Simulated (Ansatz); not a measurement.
# Relaxing bare Ca-Sr alloy nanowire along [110] (30 atoms)

Wanted: the relaxed structure of bare Ca-Sr alloy nanowire along [110] (30 atoms) and its electronic structure.

Program: Ansatz 0.2.0. Level of theory: Kohn-Sham DFT, PBE, PAW (set soft_2), plane waves. Results are calculated unless marked as measured.

This is a report of a sequence of runs, with most program output left out.

### Step 1. Starting point

The cell holds 30 atoms: 20 Ca and 10 Sr. Cell: a = 20.176 Å, b = 24.805 Å, c = 7.903 Å, α = 90.0°, β = 90.0°, γ = 90.0°. It derives from Ca (fcc) and Sr. Diamond section of size parameter 9.53 Å cut from fcc Ca (a = 5.588 Å) along [110], 2 periods, 9 Å of vacuum, 10 atoms Sr at random; not relaxed, displaced by a Gaussian of 0.02 Å. Vacuum lies along a and b. The structure repeats along c.

Before any run, some limits are plain. The host structure and its lattice constant were typed by rule, without a check against the phase diagram.

### Step 2. Single point at the start

A single point comes first, to see the forces before anything moves.

The input, input.yaml:

```yaml
crystal:
  lattice:
    - [20.176, 0.0, 0.0]
    - [0.0, 24.80525, 0.0]
    - [0.0, 0.0, 7.90263]
  atoms:
    - { symbol: Ca, position: [0.36086, 0.26087, 0.24475] }
    - { symbol: Sr, position: [0.36123, 0.26083, 0.75089] }
    - { symbol: Ca, position: [0.36304, 0.42074, 0.24944] }
    - { symbol: Sr, position: [0.36226, 0.42023, 0.74817] }
    - { symbol: Ca, position: [0.22356, 0.4992, 0.99833] }
    - { symbol: Ca, position: [0.36215, 0.58083, 0.25061] }
    - { symbol: Sr, position: [0.2231, 0.49936, 0.50297] }
    - { symbol: Sr, position: [0.36099, 0.57831, 0.75264] }
[... 18 atom lines left out ...]
    - { symbol: Ca, position: [0.50162, 0.82094, 0.001] }
    - { symbol: Ca, position: [0.499, 0.81836, 0.49971] }
    - { symbol: Ca, position: [0.77625, 0.5008, 0.99794] }
    - { symbol: Ca, position: [0.77709, 0.49901, 0.49776] }
kpoints:
  mp_grid: { grid: [1, 1, 3] }
hamiltonian:
  xc: pbe
scf:
  occupations: { method: methfessel_paxton, width: 0.15 }
output:
  forces: true
```

Launch:

```bash
$ ansatz run input.yaml --threads 4 --pin off --max-ram 8192MiB --backend cpu --events-out ev --progress --plain --runs-dir out
```

Elapsed: 36 s, on 4 threads of Intel Xeon Platinum 8488C (Sapphire Rapids), shared host; peak memory 5.4 GiB.

Read from the output:

* free energy: -71766.4559 eV
* free energy per atom: -2392.2152 eV/atom
* SCF cycles: 11
* r.m.s. force component: 0.1095 eV/Å
* longest force: 0.37 eV/Å
* Fermi energy: 0.1761 eV

The r.m.s. force component of 0.11 eV/Å sets the starting point.

Neighbours are counted within 4.40 Å (Ca-Ca), 4.45 Å (Ca-Sr), 4.40 Å (Sr-Sr).

Length of the force by element and coordination:

```csv
element,coordination,atoms,mean length of the force (eV/Å),spread,least,most
Ca,all,20,0.137,0.0502,0.0435,0.243
Ca,6,3,0.155,0.0129,0.139,0.170
Ca,7,7,0.167,0.0355,0.125,0.243
Ca,10,6,0.0884,0.0366,0.0435,0.144
Ca,12,4,0.143,0.0543,0.0647,0.217
Sr,all,10,0.248,0.0658,0.153,0.37
Sr,6,1,0.37,0,0.37,0.37
Sr,7,5,0.258,0.0508,0.201,0.344
Sr,10,2,0.171,0.0176,0.153,0.188
Sr,12,2,0.238,0.0331,0.205,0.271
```

### Step 3. Relaxation

With the cell held, the atoms are moved downhill towards a nearby minimum.

input.yaml, as its differences from that of step 2:

```diff
@@ -15 +15,4 @@
   forces: true
+relax:
+  f_tol: 0.05
+  max_steps: 54
```

Run time: 3.5 min. Hardware: 4 threads; peak memory 5.5 GiB.

Relaxation path:

```csv
step,energy less that of the first step (eV),largest force component (eV/Å)
1,0.0000,0.3312
2,-0.2173,0.1827
3,-0.3174,0.0718
4,-0.3330,0.0216
5,-0.3370,0.0131
6,-0.3444,0.0138
7,-0.3575,0.0255
```

The atoms that moved most (Å):

```csv
atom,dx,dy,dz,length
Sr12,0.484,0.396,-0.015,0.625
Sr7,-0.438,-0.167,0.072,0.474
Ca27,0.228,-0.303,-0.258,0.458
Ca28,0.284,-0.175,-0.273,0.431
Ca29,-0.160,-0.359,0.129,0.414
Sr8,-0.324,0.227,0.119,0.413
Sr10,-0.069,0.306,-0.212,0.379
Ca14,0.141,0.331,-0.022,0.361
```

The relaxed structure:

```xyz
30
Lattice="20.1760 0.0000 0.0000 0.0000 24.8053 0.0000 0.0000 0.0000 7.9026" Properties=species:S:1:pos:R:3
Ca    7.4234    6.6394    1.9659
Sr    7.2448    6.4122    5.9133
Ca    7.2337   10.4589    2.0948
Sr    7.1746   10.4229    6.0266
Ca    4.3798   12.2513    8.0510
Ca    7.0626   14.3660    2.1106
Sr    4.0636   12.2196    4.0468
Sr    6.9591   14.5721    6.0666
Ca    7.4524   18.2738    1.7176
Sr    7.2230   18.6650    5.6906
Sr   10.3759    4.5959   -0.0081
Sr   13.3327    6.9088    1.9543
Sr   10.3767    4.6160    3.9190
Ca   13.0063    6.8291    5.9036
Ca   10.1086    8.4918    0.0546
Ca   12.6481   10.6427    2.1157
Ca   10.0912    8.5298    3.9822
Ca   12.6933   10.5130    6.0301
Sr    9.9605   12.5356    0.1404
Ca   12.9806   14.3471    2.0769
Ca    9.9732   12.4627    4.0741
Ca   12.9278   14.2524    6.0236
Ca   10.1403   16.3658    7.8152
Ca   12.9792   18.1418    1.7389
Sr   10.0868   16.3400    3.8702
Ca   13.0208   18.0796    5.7140
Ca   10.3485   20.0607   -0.2497
Ca   10.3521   20.1250    3.6761
Ca   15.5018   12.0630    8.0155
Ca   15.5313   12.0891    4.0590
```

The relaxation changed the energy by -11.9 meV/atom, and atoms moved by 0.30 Å r.m.s., 0.62 Å at most.

### Step 4. Local order after relaxation

Bonds before and after, by the cutoffs listed below:

```csv
pair,bonds before,bonds after,mean before (Å),mean after (Å),spread before (Å),spread after (Å)
Ca-Ca,60,60,3.951,3.896,0.025,0.101
Ca-Sr,55,55,3.953,3.987,0.026,0.092
Sr-Sr,15,15,3.950,4.116,0.033,0.092
```

Normalised to the volume that the atoms fill. Pair distribution functions g(r), in bins of 0.1 Å:

```csv
r (Å),total,Ca-Ca,Ca-Sr,Sr-Sr
3.55,0.00,0.00,0.00,0.00
3.65,0.24,0.55,0.00,0.00
3.75,2.80,5.25,1.04,0.00
3.85,4.02,7.04,2.00,0.00
3.95,13.30,14.80,14.20,3.81
4.05,3.44,0.91,5.91,3.67
4.15,2.50,0.44,2.15,12.20
4.25,1.10,0.41,0.41,6.65
4.35,0.00,0.00,0.00,0.00
4.45,0.00,0.00,0.00,0.00
4.55,0.00,0.00,0.00,0.00
4.65,0.00,0.00,0.00,0.00
4.75,0.00,0.00,0.00,0.00
4.85,0.00,0.00,0.00,0.00
4.95,0.00,0.00,0.00,0.00
5.05,0.00,0.00,0.00,0.00
5.15,0.12,0.00,0.28,0.00
5.25,0.24,0.27,0.27,0.00
5.35,0.92,1.30,0.52,1.05
5.45,0.44,0.50,0.49,0.00
5.55,1.71,1.45,2.39,0.00
5.65,0.83,0.70,0.93,0.94
5.75,0.70,0.45,1.13,0.00
5.85,0.19,0.00,0.43,0.00
5.95,0.37,0.21,0.63,0.00
6.05,0.18,0.00,0.41,0.00
6.15,0.17,0.39,0.00,0.00
6.25,0.00,0.00,0.00,0.00
6.35,0.00,0.00,0.00,0.00
6.45,0.24,0.18,0.35,0.00
6.55,0.46,0.86,0.17,0.00
6.65,0.90,1.01,1.01,0.00
6.75,2.54,3.92,1.63,0.66
6.85,4.37,5.55,3.80,1.90
6.95,2.26,1.54,2.31,4.94
7.05,1.13,0.75,1.20,2.40
7.15,0.52,0.00,0.73,1.75
7.25,0.31,0.00,0.28,1.68
7.35,0.12,0.00,0.14,0.55
7.45,0.18,0.14,0.27,0.00
7.55,0.35,0.65,0.13,0.00
7.65,0.23,0.51,0.00,0.00
7.75,0.11,0.25,0.00,0.00
7.85,0.70,0.96,0.60,0.00
```

Neighbours by pair of elements; one cutoff, the widest of the pairs' first minima of g(r), serves all pairs of this metal:

```csv
pair A-B,cutoff (Å),bonds,mean length (Å),spread (Å),shortest (Å),B about A,A about B
Ca-Ca,4.63,60,3.90,0.101,3.70,6,6
Ca-Sr,4.63,55,3.99,0.092,3.80,2.75,5.5
Sr-Sr,4.63,15,4.12,0.092,3.93,3,3
```

How many atoms have how many bonded neighbours:

```csv
element,mean,6,7,10,12
Ca,8.75,3,7,6,4
Sr,8.5,1,5,2,2
```

Bond length by coordination (bonds to H left out):

```csv
element,coordination,atoms,mean bond length (Å)
Ca,6,3,3.90
Ca,7,7,3.91
Ca,10,6,3.92
Ca,12,4,3.96
Sr,6,1,4.09
Sr,7,5,4.05
Sr,10,2,4.06
Sr,12,2,3.98
```

Counting bonds as in the table, 35 % of Ca atoms have 7 and 50 % of Sr atoms have 7 bonded neighbours.

### Step 5. Single point at the relaxed geometry

One more single point at the end of the walk gives the fuller output and checks the residual forces.

The input, input.yaml:

```yaml
crystal:
  lattice:
    - [20.176, 0.0, 0.0]
    - [0.0, 24.80525, 0.0]
    - [0.0, 0.0, 7.90263]
  atoms:
    - { symbol: Ca, position: [0.36793, 0.26766, 0.24877] }
    - { symbol: Sr, position: [0.35908, 0.2585, 0.74827] }
    - { symbol: Ca, position: [0.35853, 0.42164, 0.26507] }
    - { symbol: Sr, position: [0.3556, 0.42019, 0.76261] }
    [... 20 atom lines left out ...]
    - { symbol: Sr, position: [0.49994, 0.65873, 0.48973] }
    - { symbol: Ca, position: [0.64536, 0.72886, 0.72305] }
    - { symbol: Ca, position: [0.51291, 0.80873, 0.9684] }
    - { symbol: Ca, position: [0.51309, 0.81132, 0.46517] }
    - { symbol: Ca, position: [0.76833, 0.48631, 0.01428] }
    - { symbol: Ca, position: [0.76979, 0.48736, 0.51363] }
kpoints:
  mp_grid: { grid: [1, 1, 3] }
hamiltonian:
  xc: pbe
scf:
  occupations: { method: methfessel_paxton, width: 0.15 }
output:
  forces: true
  populations: true
  dos:
    method: { smearing: { sigma: 0.1 } }
    de: 0.1
    projected: { site_lists: { Ca: [Ca], Sr: [Sr] } }
  eigenvalues: true
  write_density: true
  write_potential: true
  volumetric_format: npy
  elf: true
```

Run time: 72 s. Hardware: 4 threads; peak memory 5.6 GiB.

The program notes that the exchange-correlation potential is rough where the density is thin.

Read from the output:

| Quantity | Value |
| --- | --- |
| free energy | -71766.8133 eV |
| free energy per atom | -2392.2271 eV/atom |
| SCF cycles | 11 |
| r.m.s. force component | 0.01016 eV/Å |
| longest force | 0.03409 eV/Å |
| Fermi energy | 0.2093 eV |
| levels partly filled by over 2 per cent | 13 |
| spilling of the projection | 0.0466 |

States in the cell by windows of 1 eV, zero at the Fermi level; the larger projections on atomic orbitals stand beside the total:

```csv
from (eV),to (eV),total,Ca s,Sr s
-18,-17,0.1,0.0,0.0
-17,-4,0.0,0.0,0.0
-4,-3,3.7,2.6,1.0
-3,-2,10.6,7.1,3.1
-2,-1,19.8,11.6,5.8
-1,0,28.2,9.5,5.4
```

Between -26 and -18 eV lie 180 more states.

The stored curve holds about 242 of the 300 electrons; the rest, give or take the few that broadening carries across the Fermi level, lie in deeper levels below its range.

The levels nearest the highest filled one (over half full), pooled over k-points and spins:

```csv
level less the highest filled one (eV),occupation
-0.0619,1.65
-0.0459,1.50
-0.0214,1.25
-0.0186,1.22
-0.0061,1.08
0,1.01
0.0178,0.812
0.0517,0.463
0.0641,0.353
0.0796,0.234
0.0876,0.181
0.111,0.058
```

Valence density in the cb plane at fractional x = 0.503, with atoms of Ca and Sr within 0.2 Å of it. It is the smooth field of the valence electrons, not physical close to the nuclei.

Ten steps, logarithmic in the rise over the least value, from '0' (0.0 e/Å³) to '9' (5.3 e/Å³), each cell a mean:
```
0000000000000000000000
0000000000000000000000
0000000000000000000000
5311111135653111111245
9731111369996311113699
4321111124442111111345
1111111111221111111111
8742111246777521111478
9742111257777521112479
2111111112222111111112
3321111111222111111123
8874211126898631111368
7653111124787521111246
1111111111111111111111
4321111112443211111123
9963111147999631111379
7642111124676321111246
1111111111111111111111
6532111124565321111245
8863111257888631112578
5431111123554211111235
0000000000000000000000
0000000000000000000000
0000000000000000000000
```
Columns run along c (7.9 Å), rows up along b (24.8 Å). Atoms in or near the plane, at fractional coordinates: Ca at (0.01, 0.34), Ca at (0.50, 0.34), Sr at (0.02, 0.51), Ca at (0.52, 0.50), Ca at (0.99, 0.66), Sr at (0.49, 0.66), Ca at (0.97, 0.81).

ELF in the cb plane at fractional x = 0.503, with atoms of Ca and Sr within 0.2 Å of it. It is the smooth field of the valence electrons, not physical close to the nuclei.

Ten even steps from '_' (0.01) to '@' (0.85), each cell a mean:
```
____________________________________________
::::::::::::::::::::::::::::::::::::::::::::
::--++**####**==--::::::--++**####**++--::::
==::..--####--..::==++==::..--%%%%==..::====
@@%%::..++++..::%%@@@@@@%%::..++**..::##@@@@
--::::==****==::::------::::==****==::::--==
::::==**####**==::......::::==++****++--::..
%%##--..--==::..++%%####%%++....==--..--**%%
@@%%==..::--....**@@##**@@##::..--::..==%%@@
....::==****++--::::::::::::--++****++--::..
----::::--**##**==::..::::::--**##**==::::--
**%%@@++..::--....**@@@@@@##::..----..--%%@@
####**--..--++::..==**####==..::++==::::++##
::::--==**######**==::::::==++######**++--::
--::::::++****==::::----::::::++****==::::::
@@@@##::..----__--%%@@@@@@##....==--..::%%@@
**++--..--**++--..--++**++::..--****--..--++
..::--++******++==::....::--++******++==::..
**++--..::==--..::==****++--..::==--::::==++
**@@%%--..--::..**@@##**@@%%--..==::..**@@##
**++--..--**++::::==++**==::..--##++::..==++
....::==**##**++--::......::==**##**++--::..
....::::::::::::::::......::::::::::::::::..
____________________________________________
```
Columns run along c (7.9 Å), rows up along b (24.8 Å). Atoms in or near the plane, at fractional coordinates: Ca at (0.01, 0.34), Ca at (0.50, 0.34), Sr at (0.02, 0.51), Ca at (0.52, 0.50), Ca at (0.99, 0.66), Sr at (0.49, 0.66), Ca at (0.97, 0.81).

Local excerpt of 8 atoms (numbers count through the whole input) about Ca5, which has 6 bonded neighbours where the commonest count for Ca is 7; x, y, z are measured from there.

```csv
atom,x,y,z,distance (Å),bonds
Ca5,0.00,0.00,0.00,0.00,6
Ca3,2.85,-1.79,1.95,3.89,10
Sr4,2.79,-1.83,-2.02,3.91,10
Sr7,-0.32,-0.03,3.90,3.91,6
Ca6,2.68,2.11,1.96,3.94,10
Sr8,2.58,2.32,-1.98,4.00,10
Sr7,-0.32,-0.03,-4.00,4.02,6
Sr19,5.58,0.28,-0.01,5.59,12
```

The column of bonds counts only the pairs Ca-Ca within 4.63 Å, Ca-Sr within 4.63 Å, Sr-Sr within 4.63 Å; other neighbours, such as metal atoms beside each other in a compound, aren't counted, and periodic images can show an atom twice.

### Step 6. Summary of results

```json
{
  "energy change in the relaxation": "-11.92 meV/atom",
  "r.m.s. displacement": "0.305 Å",
  "largest displacement": "0.625 Å",
  "free energy per atom": "-2392.2271 eV/atom",
  "r.m.s. force component": "0.01016 eV/Å",
  "wall time of the 3 DFT runs": "5.3 min"
}
```

**Reading.** Relaxation lowers the energy by 11.9 meV/atom and moves atoms by 0.30 Å r.m.s.; the r.m.s. force component goes from 0.11 to 0.010 eV/Å. By the final cutoffs no bond was broken or made. The energy was still falling by growing amounts at the end, so a soft direction may be left unrelaxed. First to last step the energy falls by 0.357 eV; the largest move, 0.63 Å, is that of Sr12. The Sr-Sr bonds change most in mean length: from 3.950 Å (spread 0.033) to 4.116 Å (spread 0.092). Counting bonds as in the table, 35 % of Ca atoms have 7 and 50 % of Sr atoms have 7 bonded neighbours. 13 levels are partly filled, by over 2 % (on the run's k-points), as in a metal.

[Logs are printed without paths, hosts, clocks, repeated set-up lines and the standing remarks that a program may print on its own settings, such as how far it seeks lower states.]

[Hosts, paths, dates, database ids (printed as entryN), source tags and the programs' standing remarks are cut or masked in the printed files.]
